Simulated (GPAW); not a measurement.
## MoS2 (R3m): the Mo L₃ absorption edge

Aim: the dependence of the Mo L₃ near-edge features of MoS2 (R3m) on volume.

Main program and level: GPAW 26.7.0; X-ray absorption from dipole matrix elements to empty bands, plane-wave PAW PBE.

## 1. The structure

The structure is trigonal, space group R3m (No. 160). Conventional cell: a = 3.160 Å, b = 3.160 Å, c = 18.450 Å, α = 90.00°, β = 90.00°, γ = 120.00°. Nearest to Mo lie 6 S at 2.39 Å. S has 3 Mo at 2.39 Å nearest. Nearest to S lie 3 Mo at 2.39 Å. Farther neighbours and most contacts between anions are not listed.

As a file:

```
Mo S
1.0
     1.58000    0.91221    6.15000
    -1.58000    0.91221    6.15000
     0.00000   -1.82443    6.15000
Mo S
1 2
Direct
  0.00000 0.00000 0.00000
  0.41700 0.41700 0.41700
  0.25000 0.25000 0.25000
```

## 2. Ground state of the crystal

The ground state comes first: it tells whether the system has a gap, which decides how the excited electron is treated.

Contents of scf.py:

```python
import numpy as np
from ase import Atoms
from ase.parallel import parprint, paropen
from gpaw import GPAW, PW, FermiDirac, Mixer, MixerDif, setup_paths
from gpaw.test import gen
setup_paths.insert(0, '.')
gen('Mo', name='nch2p', xcname='PBE', corehole=(2, 1, 0), write_xml=True)
from gpaw.mpi import world
world.barrier()

atoms = Atoms('MoS2',
    cell=[[1.58, 0.91221343, 6.15],
     [-1.58, 0.91221343, 6.15],
     [0, -1.82442685, 6.15]],
    scaled_positions=[[0, 0, 0],
     [0.417, 0.417, 0.417],
     [0.25, 0.25, 0.25]],
    pbc=True)
atoms.calc = calc = GPAW(legacy_gpaw=True, mode=PW(430, force_complex_dtype=True), xc='PBE', setups={0: 'nch2p'},
    kpts={'size': (9, 9, 9), 'gamma': True}, occupations=FermiDirac(0.05),
    charge=0, mixer=Mixer(0.1, 5, 50), maxiter=150,
    convergence={'density': 0.0001, 'eigenstates': 1e-6}, txt='scf.txt')
energy = atoms.get_potential_energy() + calc.get_reference_energy()
ef = calc.get_fermi_level()
out = dict(energy=energy, fermi=ef, forces=atoms.get_forces().tolist())
parprint(f'all-electron energy {energy:.4f} eV, Fermi level {ef:.4f} eV')
ev = np.array([[calc.get_eigenvalues(k, s) for k in range(len(calc.get_ibz_k_points()))] for s in range(calc.get_number_of_spins())])
out['homo'], out['lumo'], out['counts'] = ev[ev < ef].max(), ev[ev > ef].min(), sorted(set((ev < ef).sum((0, 2)).tolist()))
out['filled'] = (ev[:, 0] < ef).sum(1).tolist()
import json
with paropen('out.json', 'w') as f:
    json.dump(out, f)
```

Command:

```bash
> OMP_NUM_THREADS=1 mpirun -n 4 gpaw python scf.py
```

Numbers of over 12 decimals in the logs are rounded to 6 here.

The program printed:

```text
Input parameters:
  convergence: {density: 0.0001,
                eigenstates: 1e-06}
  kpts: {gamma: True,
         size: (9, 9, 9)}
  maxiter: 150
  mixer: {backend: pulay,
          beta: 0.1,
          method: separate,
          nmaxold: 5,
          weight: 50}
  mode: {ecut: 430.0,
         force_complex_dtype: True,
         name: pw}
  occupations: {fixmagmom: False,
                name: fermi-dirac,
                width: 0.05}
  setups: {0: nch2p}
  xc: PBE

Initialize ...

[... PAW data sets ...]

Reference energy: -131849.313535  # eV

Spin-paired calculation

[... convergence settings ...]
Symmetries present (total): 2
  [... symmetry matrices ...]

729 k-points: 9 x 9 x 9 Monkhorst-Pack grid
205 k-points in the irreducible part of the Brillouin zone
       k-points in crystal coordinates                weights
   0:     0.00000000    0.00000000    0.00000000          1/729
   1:     0.00000000    0.00000000    0.11111111          2/729
   2:     0.00000000    0.00000000    0.22222222          2/729
   3:     0.00000000    0.00000000    0.33333333          2/729
   4:     0.00000000    0.00000000    0.44444444          2/729
   5:     0.11111111   -0.11111111    0.00000000          2/729
   6:     0.11111111   -0.11111111    0.11111111          4/729
   7:     0.11111111   -0.11111111    0.22222222          4/729
   8:     0.11111111   -0.11111111    0.33333333          4/729
   9:     0.11111111   -0.11111111    0.44444444          4/729
          ...
 204:     0.44444444    0.44444444    0.44444444          2/729

Wave functions: Plane wave expansion
  Cutoff energy: 430.000 eV
  Number of coefficients (min, max): 1065, 1095
  Pulay-stress correction: 0.000000 eV/Ang^3 (de/decut=0.000000)
  Using FFTW library
  Wavefunction extrapolation:
    Improved wavefunction reuse through dual PAW basis

Occupation numbers: Fermi-Dirac:
  width: 0.0500  # eV

Eigensolver
   Davidson(niter=2)

Densities:
  Coarse grid: 32*32*32 grid
  Fine grid: 64*64*64 grid
  Total Charge: 0.000000

Density mixing:
  Method: separate
  Backend: pulay
  Linear mixing parameter: 0.1
  old densities: 5
  Width of damping distribution: 1.1
  Damping of long wavelength oscillations: 50

[... Hamiltonian set-up ...]
Number of atoms: 3
Number of atomic orbitals: 21
Number of bands in calculation: 20
Number of valence electrons: 26
Bands to converge: occupied

... initialized

Initializing position-dependent things.

Density initialized from atomic densities
Creating initial wave functions:
  20 bands from LCAO basis set

       S

       S

       Mo

Atomic positions and initial magnetic moments

Positions:
   0 Mo     0.000000    0.000000    0.000000    ( 0.0000,  0.0000,  0.0000)
   1 S      0.000000    0.000000    7.693650    ( 0.0000,  0.0000,  0.0000)
   2 S      0.000000    0.000000    4.612500    ( 0.0000,  0.0000,  0.0000)

Unit cell:
           periodic     x           y           z      points  spacing
  1. axis:    yes    1.580000    0.912213    6.150000    32     0.0846
  2. axis:    yes   -1.580000    0.912213    6.150000    32     0.0846
  3. axis:    yes    0.000000   -1.824427    6.150000    32     0.0846

  Lengths:   6.414907   6.414907   6.414907
  Angles:   28.517500  28.517500  28.517500

Effective grid spacing dv^(1/3) = 0.1175

iter:   1   -23.529593
iter:   2   -22.713708   -0.84  -1.12
iter:   3   -22.190700   -1.27  -1.24
iter:   4   -22.091686   -2.00  -1.38
iter:   5   -22.112722   -1.43  -1.53
iter:   6   -22.030610   -2.35  -1.79
iter:   7   -22.028205   -3.14  -2.48
iter:   8   -22.029125c  -3.82  -2.82
iter:   9   -22.028015c  -3.84  -2.75
iter:  10   -22.027994c  -5.59  -3.49
iter:  11   -22.027994c  -6.53c -3.58
iter:  12   -22.027998c  -6.18c -3.67
iter:  13   -22.028001c  -5.83  -3.89
iter:  14   -22.028003c  -5.65  -3.86
iter:  15   -22.027996c  -6.38c -3.86
iter:  16   -22.027996c  -7.15c -4.42c

Converged after 16 iterations.

Dipole moment: (0.000000, -0.000000, -17.073139) |e|*Ang

Energy contributions relative to reference atoms: (reference = -131849.313535)

Kinetic:         +3.328128
Potential:       -8.601131
External:        +0.000000
XC:             -16.558941
Entropy (-ST):   -0.000002
Local:           -0.196051
SIC:             +0.000000
--------------------------
Free energy:    -22.027997
Extrapolated:   -22.027996

Showing only first 2 kpts
 Kpt  Band  Eigenvalues  Occupancy
  0    11      7.07992    2.00000
  0    12      7.17473    2.00000
  0    13     10.35812    0.00000
  0    14     10.35812    0.00000

  1    11      7.07918    2.00000
  1    12      7.33741    2.00000
  1    13     10.20274    0.00000
  1    14     10.30094    0.00000

Fermi level: 8.73500

Gap: 0.923 eV
Transition (v -> c):
  (s=0, k=204, n=12, [0.44, 0.44, 0.44]) -> (s=0, k=147, n=13, [0.44, -0.22, 0.11])
Direct/indirect transitions are different
Direct gap: 1.692 eV
Transition at: (s=0, k=33, n=12, [0.22, -0.11, -0.44])

Forces in eV/Ang:
  0 Mo    0.00000   -0.00000    0.08728
  1 S     0.00000    0.00000    0.43399
  2 S     0.00000    0.00000   -0.52084
Scalar-relativistic atomic PBE calculation for Mo (Molybdenum, Z=42)
Core hole in 2p state (2p occupation: 6.0)
750 radial gridpoints.
|------------------------------------------------|
|------------------------------------------------|
[... the atom generator's iteration count ...]

Energy contributions:
-------------------------
Kinetic:    +4170.986762
XC:          -123.440067
Potential:  -8094.899286
-------------------------
Total:      -4047.352591

state      eigenvalue         ekin         rmax
-----------------------------------------------
1s^2.0 :  -727.913409   923.883297        0.023
2s^2.0 :  -102.830121   186.951624        0.130
2p^6.0 :   -91.979552   179.937345        0.104
3s^2.0 :   -17.503128    49.305791        0.384
3p^6.0 :   -13.938035    45.590070        0.377
3d^10.0:    -8.121184    40.160970        0.323
4s^2.0 :    -2.363253    11.014222        0.989
4p^6.0 :    -1.414509     8.855203        1.072
4d^5.0 :    -0.137943     3.934393        1.383
5s^1.0 :    -0.150085     1.099519        2.948
5p^0.0 :    -0.038372     0.455888        4.116
-----------------------------------------------
(units: Bohr and Hartree)

Generating PAW setup
Kinetic energy of the core from tauc = 4155.145834655584
Cutoffs:
rc(s)=2.340
rc(p)=2.450
rc(d)=2.450
rc(vbar)=2.340
rc(comp)=2.270
rc(nct)=2.450

Kinetic energy of the core states: 4075.055618
Charge: 0.0
Core electrons: 28.0
Valence electrons: 14.0
Pseudo-core charge: 0.000407
Shape function alpha=1.941
Pseudo-electron charge 7.296005
state    eigenvalue         norm
--------------------------------
4s(2) :    -2.363253     0.496925
5s(1) :    -0.150085     0.978120
4p(6) :    -1.414509     0.335875
5p(0) :    -0.038372     0.985136
4d(5) :    -0.137943     0.661676
*d    :     0.862057
--------------------------------

Diagonalizing with gridspacing h=0.050

state   all-electron     PAW
-------------------------------
4s:      -2.363253    -2.363925
4p:      -1.414509    -1.415820
4d:      -0.137943    -0.139490
*f:                    0.064731
-------------------------------
all-electron energy -131871.3415 eV, Fermi level 8.7350 eV
```

The job ended after 43 s (4 MPI ranks of Arm Neoverse V2, shared host; peak memory 0.25 GiB; 2.9 min of CPU time).

The mesh shows a gap of 0.92 eV, so the hole is first treated in a charged cell, without the excited electron.

## 3. Supercell without a hole, the energy reference

The photon energy needs a difference of total energies, so the cell and mesh of the coming hole run are first run without a hole.

scf.py, as its differences from that of step 2:

```diff
@@ -10,12 +10,18 @@
 
-atoms = Atoms('MoS2',
-    cell=[[1.58, 0.91221343, 6.15],
-     [-1.58, 0.91221343, 6.15],
-     [0, -1.82442685, 6.15]],
+atoms = Atoms('Mo3S6',
+    cell=[[0, 5.47328055, 0],
+     [4.74, 2.73664028, 0],
+     [-1.58, -0.91221343, -6.15]],
     scaled_positions=[[0, 0, 0],
-     [0.417, 0.417, 0.417],
-     [0.25, 0.25, 0.25]],
+     [0.33333333, 0.33333333, 0],
+     [0.66666667, 0.66666667, 0],
+     [0, 0.583, 0.749],
+     [0.33333333, 0.91633333, 0.749],
+     [0.66666667, 0.24966667, 0.749],
+     [0, 0.75, 0.25],
+     [0.33333333, 0.08333333, 0.25],
+     [0.66666667, 0.41666667, 0.25]],
     pbc=True)
 atoms.calc = calc = GPAW(legacy_gpaw=True, mode=PW(430, force_complex_dtype=True), xc='PBE', setups={0: 'nch2p'},
-    kpts={'size': (9, 9, 9), 'gamma': True}, occupations=FermiDirac(0.05),
+    kpts={'size': (4, 4, 3), 'gamma': True}, occupations=FermiDirac(0.02),
     charge=0, mixer=Mixer(0.1, 5, 50), maxiter=150,
```

The program printed:

```text
Input parameters:
  convergence: {density: 0.0001,
                eigenstates: 1e-06}
  kpts: {gamma: True,
         size: (4, 4, 3)}
  maxiter: 150
  mixer: {backend: pulay,
          beta: 0.1,
          method: separate,
          nmaxold: 5,
          weight: 50}
  mode: {ecut: 430.0,
         force_complex_dtype: True,
         name: pw}
  occupations: {fixmagmom: False,
                name: fermi-dirac,
[...]
5s(1) :    -0.150085     0.978120
4p(6) :    -1.414509     0.335875
5p(0) :    -0.038372     0.985136
4d(5) :    -0.137943     0.661676
*d    :     0.862057
--------------------------------

Diagonalizing with gridspacing h=0.050

state   all-electron     PAW
-------------------------------
4s:      -2.363253    -2.363925
4p:      -1.414509    -1.415820
4d:      -0.137943    -0.139490
*f:                    0.064731
-------------------------------
all-electron energy -395614.0198 eV, Fermi level 8.6409 eV
[key lines of the parts left out:]
Converged after 16 iterations.
Dipole moment: (-0.017553, -0.010135, 0.016301) |e|*Ang
Free energy:    -66.081419
Fermi level: 8.64087
```

The job ended after 29 s (4 MPI ranks; peak memory 0.25 GiB; 1.9 min of CPU time).

Reference energy: -395614.020 eV with the cores included.

(Part 1 of 3 ends here.)

[Banner, clock and machine lines of the logs are left out without a mark of their own.]

[Logs are printed without paths, hosts, clocks, repeated set-up lines and the standing remarks that a program may print on its own settings, such as how far it seeks lower states.]

[Hosts, paths, dates, database ids (printed as entryN), source tags and the programs' standing remarks are cut or masked in the printed files.]

[Lists of maxima count a maximum above −3 eV only where it reaches 4 % of the highest in the window and stands out from its surroundings by 2 % of it (1.5 % where it reaches 55 %); shoulders and weaker maxima are passed over, and of the rest the first, up to two pre-edge ones and the few strongest are named.]
